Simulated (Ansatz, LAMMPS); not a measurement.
# Gap against volume in amorphous Cd12Hg24S36 (72 atoms)

Density of this cell: 4.62 g/cm³. The cell holds 72 atoms: 12 Cd, 24 Hg and 36 S. Its edges and angles: a = 13.928 Å, b = 14.408 Å, c = 13.155 Å, α = 86.7°, β = 91.4°, γ = 93.6°. The starting structure: 72 atoms (12 Cd, 24 Hg, 36 S) placed at random at 6.45 g/cm³, melted at 2500 K for 10 ps at fixed volume with the Stillinger-Weber II-VI potential (Zhou et al., Phys. Rev. B 88, 085309 (2013)). Quenched from 2500 K to 100 K at 300 K/ps and fixed volume, held 5 ps, then minimised at fixed cell.

Calculated with Ansatz 0.2.0: Kohn-Sham DFT, revPBE, PAW (set soft_2), plane waves; cutoff 420 eV, Γ point, fermi-dirac smearing of 0.05 eV. The relaxed cell was scaled evenly and the atoms were relaxed at each volume. The gap is that between the highest filled and the lowest empty Kohn-Sham level on the run's k-points.

| volume (Å³/atom) | gap (eV) |
| --- | --- |
| 32.870 | 1.558 |
| 34.331 | 1.452 |
| 35.426 | 1.406 |
| 36.522 | 1.345 |
| 37.618 | ? |
| 38.713 | 1.379 |

**Question.** Fit a straight line in ln V to the rows given and interpolate to the withheld row.

**Working.**

A volume deformation potential makes the spacing linear in u = ln(V/V0), with V0 = 36.522 Å³ the relaxed volume; v is the spacing.

| u = ln(V/V0) | v (eV) |
| --- | --- |
| -0.105360 | 1.5577 |
| -0.0618752 | 1.4518 |
| -0.0304591 | 1.4057 |
| 0 | 1.3449 |
| 0.0582684 | 1.3789 |

With n = 5: mean u = -0.0278852, mean v = 1.4278, Σ(u − ū)² = 0.015364, Σ(u − ū)(v − v̄) = -0.017347. Slope b = -0.017347 / 0.015364 = -1.1291; intercept a = v̄ − b ū = 1.3963.

At the withheld volume u = 0.02956, and v = a + b u.

Prediction at 37.618: 1.363 eV. The run gave 1.416 eV, so the fit is low by 0.053 eV (3.7 % of the value).

The rows follow a line only loosely (correlation 0.81 in size over all rows, under the 0.97 asked here), so the slope of -1.13 eV is a mean trend and no deformation potential. Among the rows given, the largest miss of the fit is at 36.522, by 0.051 eV (24 % of the range of the table).

Limits: The table spans 16 % in volume, wide for a linear law. Semilocal functionals tend to put gaps under measured ones. Only the Γ point is sampled. Atoms move by up to 2.0 Å in these relaxations, so the structure changes along the series. Defect or tail levels can set the spacing of a disordered cell. Spin–orbit coupling is left out, which matters for the levels of the heavy elements.

[Hosts, paths, dates, database ids (printed as entryN), source tags and the programs' standing remarks are cut or masked in the printed files.]
